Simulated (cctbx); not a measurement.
# Accept or mend?

Cell a = 4.4790 Å, b = 5.0810 Å, c = 20.3890 Å, α = 90.00°, β = 90.00°, γ = 90.00°; space group Immm (no. 71).

The data are simulated with cctbx, not measured: Mo Kα, λ = 0.71073 Å, to d = 0.75 Å, 95 % of the full sphere, strongest reflection 5000 counts, noise from counting, a 3 % proportional error and a noise floor of 8 counts (s.d.); no absorption.

An anisotropic refinement with weights 1/σ² prints:

```text
Rint 0.035, 30 unique reflections to 2.02 A
cycle     R1     wR2    GooF  max shift (A)
   1  0.0141  0.0283   1.295   0.00447
   2  0.0095  0.0185   0.845   0.00000
final R1 0.0095 wR2 0.0185 GooF 0.845  parameters 15  data/parameter 2.0
atom        x        y        z      Ueq    occ   su(xyz)  su(Uiso or U11)
Pb1    0.50000  0.00000  0.64456   0.0217  1.000  0.00009  0.0045
Ba1    0.00000  0.00000  0.00000   0.0225  1.000  0.00000  0.0072
Sr1    0.00000  0.50000  0.68683   0.0193  1.000  0.00022  0.0067
Al1    0.00000  0.00000  0.56624   0.0186  1.000  0.00075  0.0167
difference map: max 0.19 min -0.19 rms 0.05
Q1    0.0000  0.0000  0.2817    4    0.20  2.62 A from Sr1
Q2    0.0000  0.5000  0.5000    2    0.14  2.24 A from Ba1
Q3    0.0000  0.5000  0.0000    2    0.13  2.54 A from Ba1
Q4    0.0000  0.0000  0.1505    4    0.10  2.36 A from Sr1
Q5    0.0000  0.0000  0.4409    4    0.06  0.15 A from Al1
Q6    0.0000  0.5000  0.1439    4    0.06  0.01 A from Pb1
```

**Question.** Can this result stand? If not, what is the likely fault?

Mend it. The fault: data cut at low resolution. Against the right model at the same level, R1 goes from 0.0160 to 0.0095 and GooF from 0.93 to 0.84. The atoms are right, but there are too few data for the parameters: R1 flatters and the s.u.s grow. Data per parameter fall from 24.3 to 2.

The compound is BaSr2Al2Pb2. The right model at the same level gives:

```text
Rint 0.047, 364 unique reflections to 0.75 A
cycle     R1     wR2    GooF  max shift (A)
   1  0.0221  0.0473   1.390   0.00247
   2  0.0160  0.0316   0.930   0.00000
final R1 0.0160 wR2 0.0316 GooF 0.930  parameters 15  data/parameter 24.3
atom        x        y        z      Ueq    occ   su(xyz)  su(Uiso or U11)
Pb1    0.50000  0.00000  0.64453   0.0167  1.000  0.00002  0.0002
Ba1    0.00000  0.00000  0.00000   0.0180  1.000  0.00000  0.0004
Sr1    0.00000  0.50000  0.68660   0.0176  1.000  0.00004  0.0004
Al1    0.00000  0.00000  0.56624   0.0273  1.000  0.00016  0.0017
difference map: max 1.11 min -1.07 rms 0.28
Q1    0.0717  0.3519  0.5000    8    1.14  2.06 A from Ba1
Q2    0.1562  0.5000  0.3920    8    1.02  1.75 A from Sr1
Q3    0.2153  0.3424  0.2117   16    0.97  1.86 A from Pb1
Q4    0.0000  0.0000  0.3067    4    0.95  2.45 A from Pb1
Q5    0.0000  0.5000  0.4645    4    0.90  2.35 A from Ba1
Q6    0.0000  0.1500  0.4198    8    0.86  0.81 A from Al1
```

Isotropic U is held between 0.0001 and 1 Å² by the program, and listed peak heights are interpolated, so they can pass the grid's maximum.

This is a model crystal, built by substitution and not relaxed, with assumed displacement parameters.

[Middle refinement cycles are left out of these outputs.]

[Logs are printed without paths, hosts, clocks, repeated set-up lines and the standing remarks that a program may print on its own settings, such as how far it seeks lower states.]
